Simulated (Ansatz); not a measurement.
## CaMg2Ga2N4: complex band structure: complex bands at another level

Ansatz 0.2.0; PBEsol DFT, plane waves, PAW files; complex bands by layer matching along the plane's normal.

The complex bands at that level, over its own gap, at (0, 0) and (0.5, 0).

The structure was built from a prototype and need not be the compound's stable phase.

Input file input.yaml:

```yaml
crystal:
  lattice:
    - [3.318959992, 0.0, 0.0]
    - [1.659479996, 6.101957381, 0.0]
    - [1.659479996, 0.179121122, 5.712850898]
  atoms:
    - { symbol: Ca, position: [0.0395050801, 0.9497767429, 0.9712130969] }
    - { symbol: Mg, position: [0.3680102569, 0.4408735604, 0.8231059258] }
    - { symbol: Mg, position: [0.8322982104, 0.8079581921, 0.5274453871] }
    - { symbol: Ga, position: [0.6237816383, 0.5711776736, 0.1812590498] }
    - { symbol: Ga, position: [0.1838175293, 0.1720291909, 0.4603357505] }
    - { symbol: "N", position: [0.187429307, 0.4022882605, 0.2228531255] }
    - { symbol: "N", position: [0.7571327579, 0.6438467836, 0.8418877006] }
    - { symbol: "N", position: [0.5978957781, 0.1431562593, 0.6610521845] }
    - { symbol: "N", position: [0.4101294422, 0.8688933363, 0.3108477793] }
kpoints:
  mp_grid: { grid: [8, 8, 8] }
scf:
  occupations: { method: fixed }
hamiltonian:
  xc: pbesol
output:
  eigenvalues: true
  transmission:
    leads: [[0, 0]]
    kpoints: [[0.0, 0.0], [0.5, 0.0]]
    e_range: [-1.0, 2.49]
    de: 0.06
```

Started as:

```sh
ansatz run input.yaml --threads 2 --pin off --max-ram 4096MiB --backend cpu --events-out ev --progress --plain --runs-dir out
```

Q: Predict the im kz of the slowest decaying states against energy.

Inside the gap the slowest decay grows from the band edges towards mid-gap. At its top, κ = 0.14 Å⁻¹, tunnelling falls as exp(−2κL), a factor of 1.3 for each Å.

Numbers from this step:

- level to which the leads are filled: 0.7453 eV from the Fermi level
- decay constant at the filling level, zone centre: 0.1398 Å⁻¹
- decay constant at the filling level, slowest listed point: 0.1397 Å⁻¹

K parallel (0, 0); values up to 1.5 1/Å, a degenerate pair printed once or twice; energies at which all values exceed this have no row. Table of Im kz of the slowest decaying states by energy, zero at the highest filled level on the SCF mesh:

| energy (eV) | decay 1 (Å⁻¹) | decay 2 (Å⁻¹) | decay 3 (Å⁻¹) | decay 4 (Å⁻¹) |
| --- | --- | --- | --- | --- |
| -1.00 | 0.0955 | 0.337 | 0.588 | 0.700 |
| -0.88 | 0.102 | 0.355 | 0.572 | 0.654 |
| -0.70 | 0.110 | 0.352 | 0.536 | 0.573 |
| -0.58 | 0.106 | 0.331 | 0.501 | 0.501 |
| -0.46 | 0.0544 | 0.287 | 0.390 | 0.450 |
| -0.28 | 0.290 | 0.290 | 0.823 | 1.26 |
| -0.16 | 0.206 | 0.323 | 0.811 | 1.25 |
| -0.04 | 0.103 | 0.349 | 0.799 | 1.24 |
| 0.02 | 0.0594 | 0.148 | 0.181 | 0.297 |
| 0.14 | 0.0948 | 0.273 | 0.324 | 0.374 |
| 0.26 | 0.114 | 0.335 | 0.386 | 0.404 |
| 0.38 | 0.127 | 0.383 | 0.394 | 0.460 |
| 0.56 | 0.137 | 0.403 | 0.440 | 0.522 |
| 0.68 | 0.140 | 0.406 | 0.471 | 0.555 |
| 0.80 | 0.139 | 0.408 | 0.498 | 0.582 |
| 0.92 | 0.135 | 0.409 | 0.522 | 0.606 |
| 1.10 | 0.122 | 0.409 | 0.551 | 0.637 |
| 1.22 | 0.107 | 0.407 | 0.568 | 0.654 |
| 1.34 | 0.0834 | 0.404 | 0.582 | 0.655 |
| 1.52 | 0.398 | 0.600 | 0.636 | 0.690 |
| 1.64 | 0.393 | 0.610 | 0.623 | 0.701 |
| 1.76 | 0.386 | 0.610 | 0.618 | 0.712 |
| 1.94 | 0.373 | 0.591 | 0.628 | 0.725 |
| 2.06 | 0.363 | 0.579 | 0.633 | 0.733 |
| 2.18 | 0.350 | 0.567 | 0.636 | 0.740 |
| 2.36 | 0.326 | 0.550 | 0.639 | 0.749 |
| 2.48 | 0.306 | 0.539 | 0.640 | 0.754 |

K parallel (0, 0). The Re kz of states that move upwards by energy, zero at the highest filled level on the SCF mesh:

| energy (eV) | channel 1 (Å⁻¹) | channel 2 (Å⁻¹) | channel 3 (Å⁻¹) |
| --- | --- | --- | --- |
| -1.00 | -0.276 | - | - |
| -0.82 | -0.227 | - | - |
| -0.64 | -0.423 | -0.176 | - |
| -0.52 | -0.331 | -0.124 | - |
| -0.34 | -0.411 | -0.161 | - |
| -0.16 | -0.216 | -0.0754 | - |
| 0.02 | - | - | - |
| 0.14 | - | - | - |
| 0.32 | - | - | - |
| 0.50 | - | - | - |
| 0.68 | - | - | - |
| 0.80 | - | - | - |
| 0.98 | - | - | - |
| 1.16 | - | - | - |
| 1.34 | - | - | - |
| 1.46 | - | - | - |
| 1.64 | 0.0929 | - | - |
| 1.82 | 0.147 | - | - |
| 2.00 | 0.194 | - | - |
| 2.12 | 0.225 | - | - |
| 2.30 | 0.272 | - | - |
| 2.48 | 0.327 | - | - |

K parallel (0.5, 0); values up to 1.5 1/Å, a degenerate pair printed once or twice; energies at which all values exceed this have no row. The Im kz of the slowest decaying states by energy, zero at the highest filled level on the SCF mesh:

| energy (eV) | decay 1 (Å⁻¹) | decay 2 (Å⁻¹) | decay 3 (Å⁻¹) | decay 4 (Å⁻¹) |
| --- | --- | --- | --- | --- |
| -1.00 | 0.293 | 0.297 | 0.348 | 1.01 |
| -0.82 | 0.0556 | 0.197 | 0.311 | 0.392 |
| -0.64 | 0.0989 | 0.155 | 0.324 | 0.432 |
| -0.46 | 0.228 | 0.248 | 0.341 | 0.471 |
| -0.28 | 0.288 | 0.327 | 0.364 | 0.512 |
| -0.16 | 0.339 | 0.359 | 0.379 | 0.540 |
| 0.02 | 0.356 | 0.392 | 0.400 | 0.422 |
| 0.20 | 0.370 | 0.416 | 0.417 | 0.475 |
| 0.38 | 0.380 | 0.432 | 0.433 | 0.513 |
| 0.56 | 0.388 | 0.445 | 0.447 | 0.542 |
| 0.74 | 0.393 | 0.456 | 0.456 | 0.565 |
| 0.92 | 0.395 | 0.463 | 0.465 | 0.585 |
| 1.10 | 0.396 | 0.467 | 0.472 | 0.601 |
| 1.28 | 0.394 | 0.469 | 0.478 | 0.615 |
| 1.46 | 0.391 | 0.467 | 0.484 | 0.626 |
| 1.64 | 0.385 | 0.463 | 0.488 | 0.636 |
| 1.76 | 0.381 | 0.458 | 0.491 | 0.641 |
| 1.94 | 0.372 | 0.447 | 0.497 | 0.647 |
| 2.12 | 0.362 | 0.428 | 0.505 | 0.652 |
| 2.30 | 0.349 | 0.399 | 0.517 | 0.655 |
| 2.48 | 0.333 | 0.359 | 0.533 | 0.614 |

[Logs are printed without paths, hosts, clocks, repeated set-up lines and the standing remarks that a program may print on its own settings, such as how far it seeks lower states.]

[Hosts, paths, dates, database ids (printed as entryN), source tags and the programs' standing remarks are cut or masked in the printed files.]
